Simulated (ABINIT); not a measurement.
# Beyond one shot: AgCl (Fm-3m), part 3 of 3

Wanted: G0W0 and self-consistent gaps of AgCl (Fm-3m), with the cost of the cycles.

ABINIT 10.8.3; PBE and many-body steps on it, plane waves. Known limits of the many-body steps: not at the basis limit; d shell near the gap, gap tends to lie low; no spin-orbit coupling; coarse k mesh.

So far. Step 10 (evGW, cycle 1): Against G0W0 in ABINIT (4×4×4 mesh, 124 bands, screening to 163.3 eV, Godby-Needs plasmon pole), the gap moves by +0.587 eV. Step 13 (evGW, cycle 2): Against the cycle before, the gap moves by +0.067 eV.

## 15. Screening, 4×4×4 mesh, 124 bands, screening to 163.3 eV

This step: RPA screening on PBE from quasiparticle energies, plane waves, norm-conserving pseudopotentials.

run.abi reads:

```
acell 3*1.0 Angstrom
rprim 
  0.000000000000 2.772662996800 2.772662996800
  2.772662996800 0.000000000000 2.772662996800
  2.772662996800 2.772662996800 0.000000000000
ntypat 2
znucl 47 17
natom 2
typat 1 2
xred 
  0.000000000000 0.000000000000 0.000000000000
  0.500000000000 0.500000000000 0.500000000000
pp_dirpath "pseudos"
pseudos "Ag.upf, Cl.upf"
ecut 37
ngkpt 4 4 4
nshiftk 1
shiftk 0 0 0
kptopt 1
chksymbreak 0
istwfk *1
occopt 1
irdwfk 1
optdriver 3
nband 124
ecuteps 6
inclvkb 2
awtr 1
symchi 1
irdqps 1
gwcalctyp 10
nqptdm 7
qptdm 
  0.2500000000 0.0000000000 0.0000000000
  0.5000000000 0.0000000000 0.0000000000
  0.2500000000 0.2500000000 0.0000000000
  0.5000000000 0.2500000000 0.0000000000
  -0.2500000000 0.2500000000 0.0000000000
  0.5000000000 0.5000000000 0.0000000000
  -0.2500000000 0.5000000000 0.2500000000
indata_prefix "in"
outdata_prefix "out"
tmpdata_prefix "tmp"
```

mrgscr.stdin reads:

```
2
merged
q0_SCR
out_SCR
1
```

On the command line:

```
$ OMP_NUM_THREADS=1 mpirun -n 8 abinit run.abi > log; mrgscr < mrgscr.stdin
```

The log of the run:

```text
.Version 10.8.3 of ABINIT. v10.8.2 released Aug 2026.

 Symmetries : space group Fm -3 m (#225); Bravais cF (face-center cubic)
[... echo of the input left out ...]
== DATASET  1 ==================================================================
-   mpi_nproc: 8, omp_nthreads: 1 (-1 if OMP is not activated)

--- !DatasetInfo
iteration_state: {dtset: 1, }
dimensions: {natom: 2, nkpt: 8, mband: 124, nsppol: 1, nspinor: 1, nspden: 1, mpw: 3119, }
cutoff_energies: {ecut:  37.0, pawecutdg:  -1.0, }
[...]
q-point number  1        q = ( 0.250000, 0.000000, 0.000000) [r.l.u.]
--------------------------------------------------------------------------------
[... chi0 elements left out ...]
  Average fulfillment of the sum rule on Im[epsilon] for q-point    2 :     89.35  [%]

--------------------------------------------------------------------------------
  q-point number  2        q = ( 0.500000, 0.000000, 0.000000) [r.l.u.]
--------------------------------------------------------------------------------
[... chi0 elements left out ...]
  Average fulfillment of the sum rule on Im[epsilon] for q-point    3 :     82.75  [%]

 [... 5 further q-points ...]
```

Wall time 17 s (8 MPI ranks of Arm Neoverse V1, shared host); peak memory 1.4 GiB.

This step gave:

```yaml
plasma_frequency: 29.00 eV
plane_waves_in_the_screening_matrix: 181
```

This screening reads the quasiparticle levels of the cycle before.

## 16. evGW, cycle 3

This step: evGW on PBE, plane waves, norm-conserving pseudopotentials.

run.abi, as its differences from that of step 15:

```diff
@@ -23,12 +23,10 @@
 irdwfk 1
-optdriver 3
+optdriver 4
 nband 124
-ecuteps 6
-inclvkb 2
-awtr 1
-symchi 1
-irdqps 1
 gwcalctyp 10
-nqptdm 7
-qptdm 
+ecutsigx 37
+symsigma 1
+nkptgw 8
+kptgw 
+  0.0000000000 0.0000000000 0.0000000000
   0.2500000000 0.0000000000 0.0000000000
@@ -40,2 +38,15 @@
   -0.2500000000 0.5000000000 0.2500000000
+bdgw 
+  6 21
+  6 21
+  6 21
+  6 21
+  6 21
+  6 21
+  6 21
+  6 21
+ecuteps 6
+irdscr 1
+ppmodel 1
+irdqps 1
 indata_prefix "in"
```

On the command line:

```
$ OMP_NUM_THREADS=1 mpirun -n 8 abinit run.abi > log
```

The log of the run:

```text
.Version 10.8.3 of ABINIT. v10.8.2 released Aug 2026.

 Symmetries : space group Fm -3 m (#225); Bravais cF (face-center cubic)
[... echo of the input left out ...]
== DATASET  1 ==================================================================
-   mpi_nproc: 8, omp_nthreads: 1 (-1 if OMP is not activated)

--- !DatasetInfo
iteration_state: {dtset: 1, }
dimensions: {natom: 2, nkpt: 8, mband: 124, nsppol: 1, nspinor: 1, nspden: 1, mpw: 3119, }
cutoff_energies: {ecut:  37.0, pawecutdg:  -1.0, }
[...]
.  kptgw no:  3; Maximum DeltaE = (   0.006  -0.003) for band index:  3
[...]
.  kptgw no:  7; Maximum DeltaE = (   0.004  -0.001) for band index:  1
.  kptgw no:  8; Maximum DeltaE = (   0.010   0.000) for band index:  1

== END DATASET(S) ==============================================================
================================================================================

 -outvars: echo values of variables after computation  --------
           etotal      0.0000000000E+00
            nband         124
             nkpt           8
          spgroup         225
 [... the other variables as echoed above ...]

 Calculation completed.
```

Elapsed: 82 s, on 8 MPI ranks; peak memory 2.9 GiB; 11 min of CPU time.

Numbers from this step:

* quasiparticle gap on the mesh: 2.793 eV
* gap of the density functional on the mesh: 0.9128 eV
* k of the valence top: 0.5, 0, 0
* k of the conduction bottom: 0, 0, 0
* least direct quasiparticle gap on the computed points: 5.338 eV

Against the cycle before, the gap moves by +0.010 eV.

## 17. Screening, 4×4×4 mesh, 124 bands, screening to 163.3 eV

This step: RPA screening on PBE, plane waves, norm-conserving pseudopotentials.

run.abi reads:

```
acell 3*1.0 Angstrom
rprim 
  0.000000000000 2.772662996800 2.772662996800
  2.772662996800 0.000000000000 2.772662996800
  2.772662996800 2.772662996800 0.000000000000
ntypat 2
znucl 47 17
natom 2
typat 1 2
xred 
  0.000000000000 0.000000000000 0.000000000000
  0.500000000000 0.500000000000 0.500000000000
pp_dirpath "pseudos"
pseudos "Ag.upf, Cl.upf"
ecut 37
ngkpt 4 4 4
nshiftk 1
shiftk 0 0 0
kptopt 1
chksymbreak 0
istwfk *1
occopt 1
irdwfk 1
optdriver 3
nband 124
ecuteps 6
inclvkb 2
awtr 1
symchi 1
gwcalctyp 10
mbpt_sciss 2.179 eV
nqptdm 1
qptdm 
  0 0 0
indata_prefix "in"
outdata_prefix "out"
tmpdata_prefix "tmp"
```

The log of the run:

```text
.Version 10.8.3 of ABINIT. v10.8.2 released Aug 2026.

 Symmetries : space group Fm -3 m (#225); Bravais cF (face-center cubic)
[... echo of the input left out ...]
== DATASET  1 ==================================================================
-   mpi_nproc: 8, omp_nthreads: 1 (-1 if OMP is not activated)

--- !DatasetInfo
iteration_state: {dtset: 1, }
dimensions: {natom: 2, nkpt: 8, mband: 124, nsppol: 1, nspinor: 1, nspden: 1, mpw: 3119, }
cutoff_energies: {ecut:  37.0, pawecutdg:  -1.0, }
[...]
[... chi0 elements left out ...]
 For q-point:  0.000010 0.000020 0.000030
  dielectric constant =   4.1880
  dielectric constant without local fields =   4.5381

  Average fulfillment of the sum rule on Im[epsilon] for q-point    1 :     74.72  [%]
[... wings left out ...]
== END DATASET(S) ==============================================================
================================================================================

 -outvars: echo values of variables after computation  --------
           etotal      0.0000000000E+00
            nband         124
             nkpt           8
          spgroup         225
 [... the other variables as echoed above ...]

 Calculation completed.
```

The job ended after 4.8 s (8 MPI ranks; peak memory 1 GiB).

This step gave:

| Property | Result |
| --- | --- |
| ε∞ with local fields, on this mesh, along the program's q direction | 4.188 |
| the same without local fields | 4.538 |
| plasma frequency | 29.00 eV |
| plane waves in the screening matrix | 181 |

This screening uses the functional's bands under a rigid shift, the mean opening of the cycle before.

## 18. Screening, 4×4×4 mesh, 124 bands, screening to 163.3 eV

This step: RPA screening on PBE from quasiparticle energies, plane waves, norm-conserving pseudopotentials.

run.abi, as its differences from that of step 17:

```diff
@@ -29,7 +29,13 @@
 symchi 1
+irdqps 1
 gwcalctyp 10
-mbpt_sciss 2.179 eV
-nqptdm 1
+nqptdm 7
 qptdm 
-  0 0 0
+  0.2500000000 0.0000000000 0.0000000000
+  0.5000000000 0.0000000000 0.0000000000
+  0.2500000000 0.2500000000 0.0000000000
+  0.5000000000 0.2500000000 0.0000000000
+  -0.2500000000 0.2500000000 0.0000000000
+  0.5000000000 0.5000000000 0.0000000000
+  -0.2500000000 0.5000000000 0.2500000000
 indata_prefix "in"
```

mrgscr.stdin is that of step 15.

On the command line:

```
$ OMP_NUM_THREADS=1 mpirun -n 8 abinit run.abi > log; mrgscr < mrgscr.stdin
```

The log of the run:

```text
.Version 10.8.3 of ABINIT. v10.8.2 released Aug 2026.

 Symmetries : space group Fm -3 m (#225); Bravais cF (face-center cubic)
[... echo of the input left out ...]
== DATASET  1 ==================================================================
-   mpi_nproc: 8, omp_nthreads: 1 (-1 if OMP is not activated)

--- !DatasetInfo
iteration_state: {dtset: 1, }
dimensions: {natom: 2, nkpt: 8, mband: 124, nsppol: 1, nspinor: 1, nspden: 1, mpw: 3119, }
cutoff_energies: {ecut:  37.0, pawecutdg:  -1.0, }
[...]
q-point number  1        q = ( 0.250000, 0.000000, 0.000000) [r.l.u.]
--------------------------------------------------------------------------------
[... chi0 elements left out ...]
  Average fulfillment of the sum rule on Im[epsilon] for q-point    2 :     89.39  [%]

--------------------------------------------------------------------------------
  q-point number  2        q = ( 0.500000, 0.000000, 0.000000) [r.l.u.]
--------------------------------------------------------------------------------
[... chi0 elements left out ...]
  Average fulfillment of the sum rule on Im[epsilon] for q-point    3 :     82.77  [%]

 [... 5 further q-points ...]
```

The job ended after 17 s (8 MPI ranks; peak memory 1.4 GiB; 2.3 min of CPU time).

This step gave:

```yaml
plasma_frequency: 29.00 eV
plane_waves_in_the_screening_matrix: 181
```

This screening reads the quasiparticle levels of the cycle before.

## 19. evGW, cycle 4

This step: evGW on PBE, plane waves, norm-conserving pseudopotentials.

run.abi, as its differences from that of step 18:

```diff
@@ -23,12 +23,10 @@
 irdwfk 1
-optdriver 3
+optdriver 4
 nband 124
-ecuteps 6
-inclvkb 2
-awtr 1
-symchi 1
-irdqps 1
 gwcalctyp 10
-nqptdm 7
-qptdm 
+ecutsigx 37
+symsigma 1
+nkptgw 8
+kptgw 
+  0.0000000000 0.0000000000 0.0000000000
   0.2500000000 0.0000000000 0.0000000000
@@ -40,2 +38,15 @@
   -0.2500000000 0.5000000000 0.2500000000
+bdgw 
+  6 21
+  6 21
+  6 21
+  6 21
+  6 21
+  6 21
+  6 21
+  6 21
+ecuteps 6
+irdscr 1
+ppmodel 1
+irdqps 1
 indata_prefix "in"
```

On the command line:

```
$ OMP_NUM_THREADS=1 mpirun -n 8 abinit run.abi > log
```

The log of the run:

```text
.Version 10.8.3 of ABINIT. v10.8.2 released Aug 2026.

 Symmetries : space group Fm -3 m (#225); Bravais cF (face-center cubic)
[... echo of the input left out ...]
== DATASET  1 ==================================================================
-   mpi_nproc: 8, omp_nthreads: 1 (-1 if OMP is not activated)

--- !DatasetInfo
iteration_state: {dtset: 1, }
dimensions: {natom: 2, nkpt: 8, mband: 124, nsppol: 1, nspinor: 1, nspden: 1, mpw: 3119, }
cutoff_energies: {ecut:  37.0, pawecutdg:  -1.0, }
[...]
.  kptgw no:  3; Maximum DeltaE = (   0.001  -0.000) for band index: 16
[...]
.  kptgw no:  7; Maximum DeltaE = (   0.000   0.000) for band index: 16
.  kptgw no:  8; Maximum DeltaE = (  -0.002  -0.006) for band index: 15

== END DATASET(S) ==============================================================
================================================================================

 -outvars: echo values of variables after computation  --------
           etotal      0.0000000000E+00
            nband         124
             nkpt           8
          spgroup         225
 [... the other variables as echoed above ...]

 Calculation completed.
```

Wall time 82 s (8 MPI ranks); peak memory 2.9 GiB; 11 min of CPU time.

This step gave:

| Quantity | Value |
| --- | --- |
| quasiparticle gap on the mesh | 2.795 eV |
| gap of the density functional on the mesh | 0.9128 eV |
| k of the valence top | 0.5, 0, 0 |
| k of the conduction bottom | 0, 0, 0 |
| least direct quasiparticle gap on the computed points | 5.34 eV |

Against the cycle before, the gap moves by +0.002 eV.

## 20. The runs together

Times are wall times on 8 MPI ranks of Arm Neoverse V1, shared host, good to a factor of about two. A run's time includes the screening step that it read.

```csv
run,mesh,bands,screening cutoff (eV),DFT gap (eV),gap on the mesh (eV),direct (eV),ε∞ used,time
G0W0,4×4×4,124,163.3,0.913,2.129,4.674,5.28,26 s
"evGW0, cycle 1",4×4×4,124,163.3,0.913,2.421,5.034,5.28,1.7 min
"evGW0, cycle 2",4×4×4,124,163.3,0.913,2.341,4.881,5.28,1.7 min
"evGW0, cycle 3",4×4×4,124,163.3,0.913,2.343,4.896,5.28,1.7 min
"evGW, cycle 1",4×4×4,124,163.3,0.913,2.716,5.255,4.38,1.7 min
"evGW, cycle 2",4×4×4,124,163.3,0.913,2.783,5.330,4.22,1.7 min
"evGW, cycle 3",4×4×4,124,163.3,0.913,2.793,5.338,4.19,1.7 min
"evGW, cycle 4",4×4×4,124,163.3,0.913,2.795,5.340,4.19,1.7 min
```

## 21. Results

```
G0W0           : 2.129 eV
evGW0, cycle 1 : 2.421 eV
evGW0, cycle 2 : 2.341 eV
evGW0, cycle 3 : 2.343 eV
evGW, cycle 1  : 2.716 eV
evGW, cycle 2  : 2.783 eV
evGW, cycle 3  : 2.793 eV
evGW, cycle 4  : 2.795 eV
known limits   : not at the basis limit; d shell near the gap, gap tends to lie low; no spin-orbit coupling; coarse k mesh
```

In words: Only the bands that the input lists are updated; the others, empty or deep, keep the functional's energies or take a rigid shift. The evGW loop starts from the last levels of evGW0, so its cycles and time come on top of those. evGW0 ends at 2.34 eV, +0.21 eV from G0W0, after 3 cycles that took 4.1 min beside the first screening; the last moved the gap by 0.002 eV. evGW ends at 2.79 eV, +0.67 eV from G0W0, after 4 cycles that took 6.9 min beside the first screening; the last moved the gap by 0.002 eV. The first cycle of evGW0 takes the full correction, without the factor Z, so it overshoots the one-shot value. Bands and cutoff are finite, so the gap is not at the basis limit. The miss can reach some tenths of an eV and take either sign; the mesh is an error of its own. The 4×4×4 mesh is coarse for this cell, which bears on the long-range parts of exchange and screening. In the updated screening the q = 0 part is built from Kohn-Sham bands under a rigid shift, the other q from the quasiparticle levels. A d shell, filled or nearly so, lies near the gap. One-shot GW converges very slowly in bands there, not always from below, and on a semilocal start the gap tends to come out low; starts rich in exact exchange can overshoot instead. The many-body steps are scalar-relativistic: spin-orbit coupling is not in them.

[Paths, hosts, dates, memory and timing lines, banners, echoed tables and standing remarks are left out of the program output.]

[Logs are printed without paths, hosts, clocks, repeated set-up lines and the standing remarks that a program may print on its own settings, such as how far it seeks lower states.]

[Runs of the session that timed out or met a known fault of the program may be left out.]

[Hosts, paths, dates, database ids (printed as entryN), source tags and the programs' standing remarks are cut or masked in the printed files.]

[G0W0 gaps are taken among the corrected bands and points alone; a level outside them can change the order at an edge.]

[Where Ansatz stands beside ABINIT at settings called matched, ABINIT's density can come from a denser mesh and the files from another edition; pairs whose starting gaps differed by over 0.03 eV were left out, so agreement reads better than it is.]
